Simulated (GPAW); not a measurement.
# AlGaN2 (P3m1): G0W0 on several meshes in GPAW

Wanted: mesh dependence and cost of G0W0 for AlGaN2 (P3m1).

Program: GPAW 26.7.0. Level of theory: LDA and many-body steps on it, plane waves. Results are calculated unless marked as measured.

This is a report of a sequence of runs, with most program output left out.

## 1. The structure

Symmetry: P3m1, No. 156, trigonal system. Conventional cell: a = 3.145 Å, b = 3.145 Å, c = 5.097 Å, α = 90.00°, β = 90.00°, γ = 120.00°. Nearest to Al lie 4 N at 1.89 to 1.90 Å. Ga has 4 N at 1.93 to 1.96 Å nearest. N has 3 Al at 1.90 Å and 1 Ga at 1.96 Å nearest. Nearest to N lie 1 Al at 1.89 Å and 3 Ga at 1.93 Å. Farther neighbours and most contacts between anions are not listed.

Coordinates:

```cif
data_structure
_symmetry_space_group_name_H-M 'P 1'
_symmetry_Int_Tables_number 1
_cell_length_a 3.1453
_cell_length_b 3.1453
_cell_length_c 5.0969
_cell_angle_alpha 90.000
_cell_angle_beta 90.000
_cell_angle_gamma 120.000
_cell_volume 43.67
loop_
_atom_site_label
_atom_site_type_symbol
_atom_site_fract_x
_atom_site_fract_y
_atom_site_fract_z
_atom_site_occupancy
Al1 Al 0.00000 0.00000 0.99926 1
Ga2 Ga 0.66667 0.33333 0.49717 1
N3 N 0.66667 0.33333 0.11180 1
N4 N 0.00000 0.00000 0.62816 1
```

The cell and positions are those that the Materials Project relaxed with its own functionals (PBE, PBE+U or r2SCAN), kept fixed.

## 2. Empty states on the mesh, 3×3×4 mesh, 210 bands

This step: GPAW 26.7.0; DFT, LDA, plane waves, PAW.

The sums over transitions need many empty states on a uniform mesh; this step solves for them.

File run.py:

```python
import json
import numpy as np
from gpaw.mpi import world
from gpaw import GPAW

calc = GPAW('gs.gpw').fixed_density(kpts={'size': (3, 3, 4), 'gamma': True},
    parallel={'domain': 1, 'band': 1},
    txt='nscf.txt')
calc.diagonalize_full_hamiltonian(nbands=210)
calc.write('full.gpw', mode='all')
res = {}
kpts = calc.get_ibz_k_points()
res['kpts'] = kpts
res['eigenvalues'] = [calc.get_eigenvalues(kpt=k) for k in range(len(kpts))]
res['n_electrons'] = calc.get_number_of_electrons()

if world.rank == 0:
    with open('result.json', 'w') as f:
        json.dump(res, f, default=lambda x: x.tolist())
```

The run is started by

```bash
$ mpirun -n 4 gpaw python run.py
```

Wall time 11 s (4 MPI ranks of Intel Xeon Platinum 8488C (Sapphire Rapids), shared host); peak memory 1.4 GiB; 42 s of CPU time.

Numbers from this step:

| Item | Value |
| --- | --- |
| gap | 2.983 eV |
| k of the valence top | 0, 0, 0 |
| k of the conduction bottom | 0, 0, 0 |
| least direct gap | 2.983 eV |
| k points computed | 10 |
| lowest point of the top converged band, above the valence top | 144.4952 eV |

On this mesh the gap is 2.983 eV.

## 3. 3×3×4

Now the one-shot GW correction: screening in the RPA, then the self-energy of the levels asked for.

This step: G0W0 on LDA, plane waves, PAW.

File run.py:

```python
import json
import numpy as np
from gpaw.mpi import world
from gpaw.response.g0w0 import G0W0

gw = G0W0('full.gpw',
    filename='gw',
    kpts=[0],
    bands=(6, 10),
    ecut=96,
    nbands=93,
    integrate_gamma='WS',
    ppa=True)
gw.calculate()
res = {mode: {k: v for k, v in r.items() if k != 'sigma_eskwn'}
       for mode, r in gw.all_results.items()}

if world.rank == 0:
    with open('result.json', 'w') as f:
        json.dump(res, f, default=lambda x: x.tolist())
```

The run is started by

```bash
$ mpirun -n 4 gpaw python run.py
```

It took 16 s on 4 MPI ranks; peak memory 1.1 GiB; 61 s of CPU time.

Numbers from this step:

- G0W0 gap on the points computed: 4.507 eV
- least direct G0W0 gap on the computed points: 4.507 eV
- Z at the valence top: 0.7888
- Z at the conduction bottom: 0.8174
- starting gap on the mesh: 2.983 eV
- k of the valence top: 0, 0, 0
- k of the conduction bottom: 0, 0, 0

The gap on the mesh goes from 2.98 eV to 4.51 eV, a correction of +1.52 eV.

## 4. Empty states on the mesh, 3×3×2 mesh, 103 bands

This step: DFT, LDA, plane waves, PAW.

File run.py:

```python
import json
import numpy as np
from gpaw.mpi import world
from gpaw import GPAW

calc = GPAW('gs.gpw').fixed_density(kpts={'size': (3, 3, 2), 'gamma': True},
    nbands=120,
    convergence={'bands': 103},
    txt='nscf.txt')
calc.write('full.gpw', mode='all')
res = {}
kpts = calc.get_ibz_k_points()
res['kpts'] = kpts
res['eigenvalues'] = [calc.get_eigenvalues(kpt=k) for k in range(len(kpts))]
res['n_electrons'] = calc.get_number_of_electrons()

if world.rank == 0:
    with open('result.json', 'w') as f:
        json.dump(res, f, default=lambda x: x.tolist())
```

The run is started by

```bash
$ mpirun -n 4 gpaw python run.py
```

The job ended after 10 s (4 MPI ranks; peak memory 0.69 GiB).

Numbers from this step:

```yaml
gap: 2.983 eV
k_of_the_valence_top: 0, 0, 0
k_of_the_conduction_bottom: 0, 0, 0
least_direct_gap: 2.983 eV
k_points_computed: 6
lowest_point_of_the_top_converged_band_above_the_valence_top: 83.1673 eV
```

On this mesh the gap is 2.983 eV.

## 5. 3×3×2

This step: G0W0 on LDA, plane waves, PAW.

File run.py:

```python
import json
import numpy as np
from gpaw.mpi import world
from gpaw.response.g0w0 import G0W0

gw = G0W0('full.gpw',
    filename='gw',
    kpts=[0],
    bands=(6, 10),
    ecut=96,
    nbands=93,
    integrate_gamma='WS',
    ppa=True)
gw.calculate()
res = {mode: {k: v for k, v in r.items() if k != 'sigma_eskwn'}
       for mode, r in gw.all_results.items()}

if world.rank == 0:
    with open('result.json', 'w') as f:
        json.dump(res, f, default=lambda x: x.tolist())
```

The run is started by

```bash
$ mpirun -n 4 gpaw python run.py
```

Elapsed: 8.4 s, on 4 MPI ranks; peak memory 1.1 GiB.

This step gave:

| Property | Result |
| --- | --- |
| G0W0 gap on the points computed | 4.479 eV |
| least direct G0W0 gap on the computed points | 4.479 eV |
| Z at the valence top | 0.7877 |
| Z at the conduction bottom | 0.8154 |
| starting gap on the mesh | 2.983 eV |
| k of the valence top | 0, 0, 0 |
| k of the conduction bottom | 0, 0, 0 |

Against G0W0 in GPAW (3×3×4 mesh, 93 bands, screening to 96 eV, Godby-Needs plasmon pole), the gap moves by −0.027 eV.

## 6. The runs together

Times are wall times on 4 MPI ranks of Intel Xeon Platinum 8488C (Sapphire Rapids), shared host, good to a factor of about two.

```csv
run,mesh,bands,screening cutoff (eV),DFT gap (eV),gap on the mesh (eV),direct (eV),time
3×3×4,3×3×4,93,96,2.983,4.507,4.507,16 s
3×3×2,3×3×2,93,96,2.983,4.479,4.479,8.4 s
```

## 7. What came out

```yaml
3x3x4: 4.507 eV
3x3x2: 4.479 eV
known_limits: not at the basis limit; no spin-orbit coupling; coarse k mesh
```

3×3×2: −0.027 eV against 3×3×4. Bands and cutoff are finite, so the gap is not at the basis limit. The miss can reach some tenths of an eV and take either sign; the mesh is an error of its own. These stock PAW sets were not made for GW; the filled d or f shell of Ga lies in the frozen core, which bears on start and correction. In the G0W0 runs levels were corrected at 1 k point alone, so a gap called «on the mesh» is the least over those, and an edge elsewhere would be missed. The 3×3×4 mesh is coarse for this cell, which bears on the long-range parts of exchange and screening. The many-body steps are scalar-relativistic: spin-orbit coupling is not in them.

[Paths, hosts, dates, memory and timing lines, banners, echoed tables and standing remarks are left out of the program output.]

[Logs are printed without paths, hosts, clocks, repeated set-up lines and the standing remarks that a program may print on its own settings, such as how far it seeks lower states.]

[Runs of the session that timed out or met a known fault of the program may be left out.]

[Hosts, paths, dates, database ids (printed as entryN), source tags and the programs' standing remarks are cut or masked in the printed files.]
